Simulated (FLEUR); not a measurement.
# Ce: parallel and opposed starts, part 2 of 3

A self-consistent run ends on one state, which hangs on the start. Several orders of Ce are started in FLEUR and their energies compared.

FLEUR MaX-R8.1; PBE with U = 5.5 eV, J = 0.7 eV on Ce f; all-electron FLAPW, Dirac cores, scalar-relativistic bands. The settings are cheaper than careful work needs.

So far. Step 2 (Order 1, typed as ferro +): After 21 cycles the largest moment stands at 1.05 μB.

### 3. Start 2: antiferro q=(0,0,1/2) +-

An opposed order shows whether neighbours prefer unlike signs.

The cell is doubled to 2 atoms to hold this order. The mesh is halved along the doubled vector, so that both cells sample the same points. The k list default-1 (kpts.xml, not shown) is a Γ-centred 8×8×4 mesh.

Contents of inp.xml:

```
<?xml version="1.0" encoding="UTF-8" standalone="no"?>
<fleurInput fleurInputVersion="0.39">
   <comment>
      Ce
   </comment>
   <calculationSetup>
      <cutoffs Kmax="2.88" Gmax="8.6" GmaxXC="8.6" numbands="0"/>
      <scfLoop itmax="130" minDistance="0.0001" maxIterBroyd="6" imix="Anderson" alpha="0.05" precondParam="0.0" spinf="2.0" sdNocoIR="T"/>
      <coreElectrons ctail="T" frcor="F" kcrel="0" coretail_lmax="0"/>
      <xcFunctional name="pbe" relativisticCorrections="F"/>
      <magnetism jspins="2"/>
      <soc l_soc="F" theta="0.0" phi="0.0" spav="F"/>
      <expertModes spex="0" secvar="F"/>
      <geometryOptimization l_f="F" forcealpha="1.0" forcemix="BFGS" epsdisp="0.00001" epsforce="0.00001"/>
      <ldaU l_linMix="F" mixParam="0.05" spinf="1.0"/>
   </calculationSetup>
   <cell>
      <bzIntegration valenceElectrons="24.0" mode="hist" fermiSmearingEnergy="0.00183747">
         <kPointListSelection listName="default-1"/>
         <xi:include xmlns:xi="http://www.w3.org/2001/XInclude" href="kpts.xml"> </xi:include>
      </bzIntegration>
      <xi:include xmlns:xi="http://www.w3.org/2001/XInclude" href="sym.xml"> </xi:include>
      <bulkLattice scale="1.0">
         <bravaisMatrix>
            <row-1>    0.0000000000000000     4.8766272371427597     4.8766272371427597</row-1>
            <row-2>    4.8766272371427597     0.0000000000000000     4.8766272371427597</row-2>
            <row-3>    9.7532544742855194     9.7532544742855194     0.0000000000000000</row-3>
         </bravaisMatrix>
      </bulkLattice>
   </cell>
   <atomSpecies>
      <species name="Cerium (Ce1.000" element="Ce" atomicNumber="58">
         <mtSphere radius="2.8" gridPoints="925" logIncrement="0.014"/>
         <atomicCutoffs lmax="10" lnonsphr="8"/>
         <electronConfig flipSpins="F">
            <coreConfig>(1s1/2) (2s1/2) (2p1/2) (2p3/2) (3s1/2) (3p1/2) (3p3/2) (4s1/2) (3d3/2) (3d5/2) (4p1/2) (4p3/2) (4d3/2) (4d5/2)</coreConfig>
            <valenceConfig>(5s1/2) (5p1/2) (5p3/2) (6s1/2) (5d3/2) (5d5/2) (4f5/2) (4f7/2)</valenceConfig>
            <stateOccupation state="(5d3/2)" spinUp="0.2" spinDown="0.2"/>
            <stateOccupation state="(5d5/2)" spinUp="0.3" spinDown="0.3"/>
            <stateOccupation state="(4f5/2)" spinUp="0.4285714285714" spinDown="0.0"/>
            <stateOccupation state="(4f7/2)" spinUp="0.5714285714286" spinDown="0.0"/>
         </electronConfig>
         <energyParameters s="6" p="6" d="5" f="4"/>
         <ldaU l="3" U="5.5" J="0.7" l_amf="F"/>
         <lo type="SCLO" l="0" n="5" eDeriv="0"/>
         <lo type="SCLO" l="1" n="5" eDeriv="0"/>
      </species>
      <species name="Cerium (Ce-1.000" element="Ce" atomicNumber="58">
         <mtSphere radius="2.8" gridPoints="925" logIncrement="0.014"/>
         <atomicCutoffs lmax="10" lnonsphr="8"/>
         <electronConfig flipSpins="F">
            <coreConfig>(1s1/2) (2s1/2) (2p1/2) (2p3/2) (3s1/2) (3p1/2) (3p3/2) (4s1/2) (3d3/2) (3d5/2) (4p1/2) (4p3/2) (4d3/2) (4d5/2)</coreConfig>
            <valenceConfig>(5s1/2) (5p1/2) (5p3/2) (6s1/2) (5d3/2) (5d5/2) (4f5/2) (4f7/2)</valenceConfig>
            <stateOccupation state="(5d3/2)" spinUp="0.2" spinDown="0.2"/>
            <stateOccupation state="(5d5/2)" spinUp="0.3" spinDown="0.3"/>
            <stateOccupation state="(4f5/2)" spinUp="0.0" spinDown="0.4285714285714"/>
            <stateOccupation state="(4f7/2)" spinUp="0.0" spinDown="0.5714285714286"/>
         </electronConfig>
         <energyParameters s="6" p="6" d="5" f="4"/>
         <ldaU l="3" U="5.5" J="0.7" l_amf="F"/>
         <lo type="SCLO" l="0" n="5" eDeriv="0"/>
         <lo type="SCLO" l="1" n="5" eDeriv="0"/>
      </species>
   </atomSpecies>
   <atomGroups>
      <atomGroup species="Cerium (Ce1.000">
         <relPos label="                   1">.0000000000 .0000000000 .0000000000</relPos>
         <force calculate="T" relaxXYZ="TTT"/>
      </atomGroup>
      <atomGroup species="Cerium (Ce-1.000">
         <relPos label="                   2">.0000000000 .0000000000 1.000/2.000</relPos>
         <force calculate="T" relaxXYZ="TTT"/>
      </atomGroup>
   </atomGroups>
   <output dos="F" band="F" slice="F">
      <bandDOS minEnergy="-.5*Htr" maxEnergy="0.5*Htr" sigma="0.015" storeEVData="T"/>
      <plotting iplot="0" polar="F">
         <plot TwoD="T" vec1="  1.0  0.0  0.0" vec2="  0.0  1.0  0.0" vec3="  0.0  0.0  1.0" zero="  0.0  0.0  0.0" file="plot"/>
      </plotting>
      <moessbauerParams electricFieldGradient="F" isomerShift="F" coreHyperfine="F" valenceHyperfine="F"/>
   </output>
</fleurInput>
```

Contents of crystal.txt:

```
Ce
&input film=F cartesian=F /
0.00000000000  2.58060000000  2.58060000000
2.58060000000  0.00000000000  2.58060000000
5.16120000000  5.16120000000  0.00000000000
1.8897261246
1.0 1.0 1.0

2
58 0.00000000000  0.00000000000  0.00000000000 : 1.000
58 0.00000000000  0.00000000000  0.50000000000 : -1.000

&kpt div1=8 div2=8 div3=4 gamma=T /
```

Command:

```console
> OMP_NUM_THREADS=1 inpgen -f crystal.txt > inpgen.log  # inp.xml is then edited as shown
> OMP_NUM_THREADS=1 mpirun -n 4 fleur_MPI > fleur.log
```

The program printed:

```text
[banner, memory and clock lines left out]
Welcome to FLEUR        (www.flapw.de)
      MaX-Release 8.1          (www.max-centre.eu)

 ========== k-point set info ==========
 Selected k-point list: default-1
 k-point list type: mesh
 0 x 0 x 0
 Number of k points: 80

 ------------Calculation Setup---------------------------
 Number of PE/node        :            4
 Number of OMP-threads    :            1
 k-points in parallel     :            4
 pe's per k-point         :            1
 No of k-point loops      :           20
 Eigenvalue solver        :       lapack
 Number of basis functions:          206
 Approximate size of matrices (H+S) per k-point:         0.001 GB
 Iteration:     1   Distance:      20.89734626 me/bohr^3
 Iteration:     2   Distance:      19.88670459 me/bohr^3
 Iteration:     3   Distance:       2.02428364 me/bohr^3
 Iteration:     4   Distance:       1.32045679 me/bohr^3
 Iteration:     5   Distance:       0.29876239 me/bohr^3
 Iteration:     6   Distance:       0.20272251 me/bohr^3
 Iteration:     7   Distance:       0.19548589 me/bohr^3
 Iteration:     8   Distance:       0.06348536 me/bohr^3
 Iteration:     9   Distance:       0.03530903 me/bohr^3
 Iteration:    10   Distance:       0.02194312 me/bohr^3
 Iteration:    11   Distance:       0.00906647 me/bohr^3
 Iteration:    12   Distance:       0.00874363 me/bohr^3
 Iteration:    13   Distance:       0.00554906 me/bohr^3
 Iteration:    14   Distance:       0.00345406 me/bohr^3
 Iteration:    15   Distance:       0.00183924 me/bohr^3
 Iteration:    16   Distance:       0.00235208 me/bohr^3
 Iteration:    17   Distance:       0.00227262 me/bohr^3
 Iteration:    18   Distance:       0.00095589 me/bohr^3
 Iteration:    19   Distance:       0.00074383 me/bohr^3
 Iteration:    20   Distance:       0.00064577 me/bohr^3
 Iteration:    21   Distance:       0.00027548 me/bohr^3
 Iteration:    22   Distance:       0.00027045 me/bohr^3
 Iteration:    23   Distance:       0.00022258 me/bohr^3
 Iteration:    24   Distance:       0.00028358 me/bohr^3
 Iteration:    25   Distance:       0.00015489 me/bohr^3
 Iteration:    26   Distance:       0.00007957 me/bohr^3

 ********************************************************************
 Run finished successfully
 Stop message:
   all done
 ********************************************************************

--- out.xml (last complete iteration) ---
<iteration numberForCurrentRun="   26" overallNumber="   26">
         [... left out ...]
         <bandgap value="0.0000136877" units="eV"/>
         <sumValenceSingleParticleEnergies value="-5.1500058676" units="Htr"/>
         <FermiEnergy value="0.3324932829" units="Htr"/>
         <valenceDensity>
            <mtCharges spin="1">
               <mtCharge atomType="1" total="5.4002949" s="1.0637414" p="2.8268216" d="0.5274965" f="0.9814886"/>
               <mtCharge atomType="2" total="4.3503372" s="1.0603943" p="2.8203052" d="0.4478357" f="0.0211004"/>
            </mtCharges>
            <mtCharges spin="2">
               <mtCharge atomType="1" total="4.3503371" s="1.0603943" p="2.8203052" d="0.4478357" f="0.0211004"/>
               <mtCharge atomType="2" total="5.4002949" s="1.0637414" p="2.8268216" d="0.5274965" f="0.9814886"/>
            </mtCharges>
            <spinDependentCharge spin="1" total="12.0000000" interstitial="2.2493679" mtSpheres="9.7506321"/>
            <spinDependentCharge spin="2" total="12.0000000" interstitial="2.2493679" mtSpheres="9.7506321"/>
            <totalCharge value="24.0000000000"/>
         </valenceDensity>
         [... left out ...]
         <magneticMomentsInMTSpheres units="muBohr">
            <globalMagMoment atomType="1" vec="0.00000   0.00000   1.04996"/>
            <localMagMoment atomType="1" vec="0.00000   0.00000   1.04996"/>
            <globalMagMoment atomType="2" vec="0.00000   0.00000  -1.04996"/>
            <localMagMoment atomType="2" vec="0.00000   0.00000  -1.04996"/>
         </magneticMomentsInMTSpheres>
         [... left out ...]
         <totalEnergy value="   -17730.6807902316" units="Htr">
            <sumOfEigenvalues value="   -10941.7167633486">
               <coreElectrons value="-10936.5667574810"/>
               <valenceElectrons value="-5.1500058676"/>
            </sumOfEigenvalues>
            <densityCoulombPotentialIntegral value="-29415.4938796382"/>
            <densityEffectivePotentialIntegral value="-29964.9231721499"/>
            <chargeDenXCDenIntegral value="-420.6541034610"/>
            <FockExchangeEnergyValence value="0.0000000000"/>
            <FockExchangeEnergyCore value="0.0000000000"/>
         [... left out ...]
            <dftUCorrection value="-0.1622477895"/>
            <tkbTimesEntropy value="0.0010058734"/>
            <freeEnergy value="-17730.6817961050"/>
            <extrapolationTo0K value="-17730.6812931683"/>
         </totalEnergy>
         [... left out ...]
         <ldaUDensityMatrixConvergence>
            <distance spin="1" distance="0.000004"/>
            <distance spin="2" distance="0.000004"/>
         </ldaUDensityMatrixConvergence>
         <densityConvergence units="me/bohr^3">
            <chargeDensity spin="1" distance="0.0000430694"/>
            <chargeDensity spin="2" distance="0.0000429100"/>
            <overallChargeDensity distance="0.0000325730"/>
            <spinDensity distance="0.0000795706"/>
         </densityConvergence>
      </iteration>
```

The job ended after 43 s (4 MPI ranks of Arm Neoverse V1, shared host; peak memory 0.3 GiB; 2.8 min of CPU time).

This step gave:

| Quantity | Value |
| --- | --- |
| free energy | -482476.4308 eV |
| program's band gap on this mesh (in a metal only a level spacing) | 1.37e-5 eV |
| magnetization | 0 μB |
| final state | antiferromagnetic |
| largest moment | 1.050 μB |

It lies 5.89 meV a seeded atom under the first start, and its largest moment is 1.05 μB against 1.05 μB.

### 4. Run 3 (antiferro q=(0,1/2,1/2) +-)

An opposed order shows whether neighbours prefer unlike signs.

This order needs a doubled cell of 2 atoms. The mesh is halved along the doubled vector, so that both cells sample the same points. The k list default-1 (kpts.xml, not shown) is a Γ-centred 8×4×8 mesh.

Changes to inp.xml since step 3:

```diff
@@ -25,4 +25,4 @@
             <row-1>    0.0000000000000000     4.8766272371427597     4.8766272371427597</row-1>
-            <row-2>    4.8766272371427597     0.0000000000000000     4.8766272371427597</row-2>
-            <row-3>    9.7532544742855194     9.7532544742855194     0.0000000000000000</row-3>
+            <row-2>    9.7532544742855194     0.0000000000000000     9.7532544742855194</row-2>
+            <row-3>    9.7532544742855194     4.8766272371427597     4.8766272371427597</row-3>
          </bravaisMatrix>
@@ -70,3 +70,3 @@
       <atomGroup species="Cerium (Ce-1.000">
-         <relPos label="                   2">.0000000000 .0000000000 1.000/2.000</relPos>
+         <relPos label="                   2">.0000000000 1.000/2.000 .0000000000</relPos>
          <force calculate="T" relaxXYZ="TTT"/>
```

Contents of crystal.txt:

```
Ce
&input film=F cartesian=F /
0.00000000000  2.58060000000  2.58060000000
5.16120000000  0.00000000000  5.16120000000
5.16120000000  2.58060000000  2.58060000000
1.8897261246
1.0 1.0 1.0

2
58 0.00000000000  0.00000000000  0.00000000000 : 1.000
58 0.00000000000  0.50000000000  0.00000000000 : -1.000

&kpt div1=8 div2=4 div3=8 gamma=T /
```

The program printed:

```text
[banner, memory and clock lines left out]
Welcome to FLEUR        (www.flapw.de)
      MaX-Release 8.1          (www.max-centre.eu)

 ========== k-point set info ==========
 Selected k-point list: default-1
 k-point list type: mesh
 0 x 0 x 0
 Number of k points: 80

 [... set-up left out ...]
 Iteration:     1   Distance:      20.89944542 me/bohr^3
 Iteration:     2   Distance:      19.88850290 me/bohr^3
 Iteration:     3   Distance:       2.02394593 me/bohr^3
 Iteration:     4   Distance:       1.32313455 me/bohr^3
 Iteration:     5   Distance:       0.30781299 me/bohr^3
[...]
[... left out ...]
            <freeEnergy value="-17730.6819294781"/>
            <extrapolationTo0K value="-17730.6813991880"/>
         </totalEnergy>
         [... left out ...]
         <ldaUDensityMatrixConvergence>
            <distance spin="1" distance="0.000001"/>
            <distance spin="2" distance="0.000001"/>
         </ldaUDensityMatrixConvergence>
         <densityConvergence units="me/bohr^3">
            <chargeDensity spin="1" distance="0.0000257075"/>
            <chargeDensity spin="2" distance="0.0000257428"/>
            <overallChargeDensity distance="0.0000332902"/>
            <spinDensity distance="0.0000392287"/>
         </densityConvergence>
      </iteration>
```

It took 34 s on 4 MPI ranks; peak memory 0.3 GiB.

Spin moment in the muffin-tin sphere by atom:

```
atom  spin moment in the muffin-tin sphere (μB)
 Ce1                                       1.06
 Ce2                                      -1.06
```

Read from the output:

```yaml
free_energy: -482476.4344 eV
program_s_band_gap_on_this_mesh_in_a_metal_only_a_level_spacing: 4.50e-9 eV
magnetization: 0 μB
final_state: antiferromagnetic
```

It lies 7.71 meV a seeded atom under the first start, and its largest moment is 1.06 μB against 1.05 μB.

### 5. Ranking

Free energies are divided by the number of seeded atoms, so that cells of unlike size compare. Wavevectors q in the names are fractions of the primitive cell's reciprocal vectors.

Orders:

```
                     start        final state  typed order kept  energy over the lowest (meV a seeded atom)  largest sphere moment (μB)  net moment (μB a primitive cell)  mesh matched  CPU time (s)
                   ferro +      ferromagnetic               yes                                       7.707                       1.047                              1.16           yes         40.39
  antiferro q=(0,0,1/2) +-  antiferromagnetic               yes                                       1.815                        1.05                                 0           yes         170.8
antiferro q=(0,1/2,1/2) +-  antiferromagnetic               yes                                           0                       1.056                                 0           yes         134.3
```

(Continued in part 3 of 3.)

[Logs and program files are shortened in this print: banners, set-up blocks, solver, clock and traceback lines can be left out without a mark of their own.]

[Logs are printed without paths, hosts, clocks, repeated set-up lines and the standing remarks that a program may print on its own settings, such as how far it seeks lower states.]

[Hosts, paths, dates, database ids (printed as entryN), source tags and the programs' standing remarks are cut or masked in the printed files.]

[Where a cell is said to come from a database of computed structures, the database is the Materials Project.]
